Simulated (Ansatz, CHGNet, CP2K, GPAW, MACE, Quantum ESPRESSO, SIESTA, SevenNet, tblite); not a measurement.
# How far do other methods lie from plane waves? Σ7 (111) twist boundary in a MgS-YS solid solution (84 atoms)

One geometry of Σ7 (111) twist boundary in a MgS-YS solid solution (84 atoms) is solved by several programs and methods. How far do their forces lie from a plane-wave PBE run?

Results are calculated, not measured.

### 1. The structure

The cell holds 84 atoms (38 Mg, 42 S and 4 Y), with edges of 9.78, 9.78 and 19.37 Å. Recipe: rock-salt MgS (a = 5.2289 Å); two grains turned against each other by 38.21 deg about [111]; 1 x 1 coincidence cells, 1 lattice periods a grain, two boundaries a cell, upper grain shifted by [0, 0] of the boundary cell and opened by 0.63 Å, no atom removed; 4 of 42 Mg sites given to Y at random (lattice constant by Vegard's rule between MgS and YS); not relaxed, displaced by a Gaussian of 0.02 Å. Then every atom was moved at random, 0.05 Å r.m.s. a Cartesian component. The density is 2.72 g/cm³.

### 2. The reference input

Quantum ESPRESSO 7.5: Kohn-Sham DFT, PBE, SSSP efficiency 1.3.0 pseudopotentials, plane waves. Its input, pw.in:

```
&control
  calculation = 'scf'
  pseudo_dir = './pseudo'
  outdir = './tmp'
  disk_io = 'none'
  tprnfor = .true.
  tstress = .true.
/
&system
  ibrav = 0
  nat = 84
  ntyp = 3
  ecutwfc = 45
  ecutrho = 360
  nosym = .true.
  occupations = 'smearing'
  smearing = 'fd'
  degauss = 0.003675
/
&electrons
  conv_thr = 4.2e-07
  electron_maxstep = 100
  mixing_beta = 0.2
  mixing_mode = 'local-TF'
  diagonalization = 'david'
/
ATOMIC_SPECIES
Mg 24.305 Mg.upf
S 32.060 S.upf
Y 88.906 Y.upf
CELL_PARAMETERS angstrom
9.78238 0.00000 0.00000
-4.89119 8.47179 0.00000
0.00000 0.00000 19.37344
ATOMIC_POSITIONS crystal
Mg 0.86032 0.56704 0.00142
S 0.09355 0.61765 0.08324
Mg 0.71029 0.13320 0.00136
S 0.95521 0.19767 0.07908
[... 78 atom lines left out ...]
Mg 0.23475 0.18084 0.81300
S 0.48926 0.38218 0.89207
K_POINTS gamma
```

```console
$ OMP_NUM_THREADS=1 mpirun -np 4 pw.x -in pw.in > output.txt
```

Elapsed: 5.5 min, on 4 MPI ranks of Intel Xeon Platinum 8259CL at 2.50GHz (Skylake/Cascade Lake), shared host; peak memory 4 GiB; 22 min of CPU time.

It converged with an r.m.s. force component of 0.80 eV/Å and a pressure of 2.8 GPa.

### 3. What was run beside it

- CHGNet: machine-learned potential, published weights.
- CP2K 2026.2: Gaussian basis with GTH pseudopotentials and a plane-wave density; labels give functional, basis (MOLOPT sets; SR short-range, UZH the newer set with its own potentials), grid cutoff/relative cutoff and solver (OT: orbital transformation; TRS4, TC2, SIGN: linear-scaling purification with its sparsity filter), or its built-in tight binding.
- GPAW 26.7.0: PAW with atomic orbitals (LCAO), plane waves or a real-space grid of spacing h.
- MACE: machine-learned potential, published weights.
- SIESTA 5.4.2: numerical atomic orbitals, whose automatically made sets are far from complete, with PseudoDojo norm-conserving potentials that we converted to its format (checked against plane waves on the same files for H, C, O, Si, Ge and Ca alone); labels give functional, basis size, energy shift and mesh cutoff.
- SevenNet: machine-learned potential, published weights.
- tblite 0.8.0: extended tight binding, driven from Python.

All use the same cell and atoms, and the electronic-structure runs the same k-mesh.

### 4. All runs compared

Differences are against the reference: forces as r.m.s. over components, share as that over the reference's r.m.s. force, slope as the fitted ratio of a run's forces to the reference's.

```csv
run,"Δ force, r.m.s. (meV/Å)",share (%),slope,Δ pressure (GPa),cores,CPU time,memory (GiB)
reference,-,-,-,-,4,22 min,4.0
CHGNet r2SCAN potential,297,37.3,0.715,-2.01,1,6.8 s,0.85
"CP2K PBE, DZVP-MOLOPT-SR, 420/50 Ry, diagonalisation (coarse)",1683,211,1.068,1.93,2,13 min,3.2
"GPAW PBE, LCAO dzp, h 0.2 Å, other mixer settings",70.7,8.87,1.061,-,1,20 min,1.7
MACE MP-0b2 small potential,175,22.0,0.977,-1.10,1,11 s,0.67
"SIESTA PBE, DZP, shift 0.01 Ry, mesh 500 Ry",104,13.1,1.064,0.479,2,14 min,2.1
"SIESTA PBE, DZP, shift 0.02 Ry, mesh 500 Ry",85.9,10.8,1.041,-2.33,2,9.9 min,1.8
"SIESTA PBEsol, DZP, shift 0.01 Ry, mesh 500 Ry",104,13.1,1.028,-1.69,2,12 min,2.1
SevenNet l3i5 potential,124,15.5,0.960,-0.665,1,18 s,1.1
tblite GFN1-xTB,373,46.8,0.739,-3.35,1,37 s,0.14
```

Rows marked coarse use a setting chosen to be so.

Times of the machine-learned potentials are mostly Python's start and the loading of weights.

CPU time is summed over cores on shared hosts, so it is rough.

### 5. What came out

Forces lie from 8.9 % (GPAW PBE, LCAO dzp, h 0.2 Å, other mixer settings) to 211 % (CP2K PBE, DZVP-MOLOPT-SR, 420/50 Ry, diagonalisation, coarse) of the reference's r.m.s. force of 0.80 eV/Å away from it. The PBE runs in local orbitals, coarse settings apart, differ by 8.9 % (GPAW PBE, LCAO dzp, h 0.2 Å, other mixer settings) to 13 % (SIESTA PBE, DZP, shift 0.01 Ry, mesh 500 Ry); basis, grid and potentials can all enter. Tight binding differs by 47 % (tblite GFN1-xTB); it is another model, with fitted parameters of its own, and the xTB methods hold dispersion. Machine-learned potentials differ by 16 % (SevenNet l3i5 potential) to 37 % (CHGNet r2SCAN potential); they were trained on other programs' data, some at another functional.

Rows with another functional or a dispersion term differ by 13 % (SIESTA PBEsol, DZP, shift 0.01 Ry, mesh 500 Ry), which mixes the change of model with differences of basis and potentials. Runs with settings chosen to be coarse differ by 211 % (CP2K PBE, DZVP-MOLOPT-SR, 420/50 Ry, diagonalisation), their programs' other errors included. Pressures at PBE, coarse settings apart, lie -2.33 to +0.48 GPa from the reference's.

**Limits.** Periodic xTB results under one method name differ between programs and library versions. The potentials hold different valence shells: 372 electrons in the reference, 676 in CP2K with DZVP-MOLOPT-SR, 676 in GPAW and 676 in SIESTA; this bears on time and differences. The reference's pressure holds the uncorrected Pulay stress of its 45 Ry basis, so small pressure differences, may be the reference's own error. Machine-learned potentials mimic data converged in k, so the reference's own k-point error enters their differences. The host structure and its lattice constant were typed by rule, without a check against the phase diagram. The electronic-structure runs sample only Γ, in a cell whose shortest periodic width is 8 Å, which is coarse for a cell with partly filled levels. The reference's pressure of 2.8 GPa reflects the volume that the recipe set, positions that aren't this level's minimum and the coarse k-sampling. Where levels are smeared, the DFT runs use Fermi–Dirac occupations at 580 K (0.05 eV), and energies are free energies. The atoms were displaced at random, and shares hang on the size of the forces that this gives. The reference's cutoffs and mesh weren't converged further here.

[Long decimals in the printed logs are rounded to 6 places.]

[Logs are printed without paths, hosts, clocks, repeated set-up lines and the standing remarks that a program may print on its own settings, such as how far it seeks lower states.]

[Hosts, paths, dates, database ids (printed as entryN), source tags and the programs' standing remarks are cut or masked in the printed files.]

[Only finished runs are shown, without SIESTA runs on faulty potentials for Cu, Fe, Ni or Zn; cells were taken only where this reference lay near another plane-wave run.]
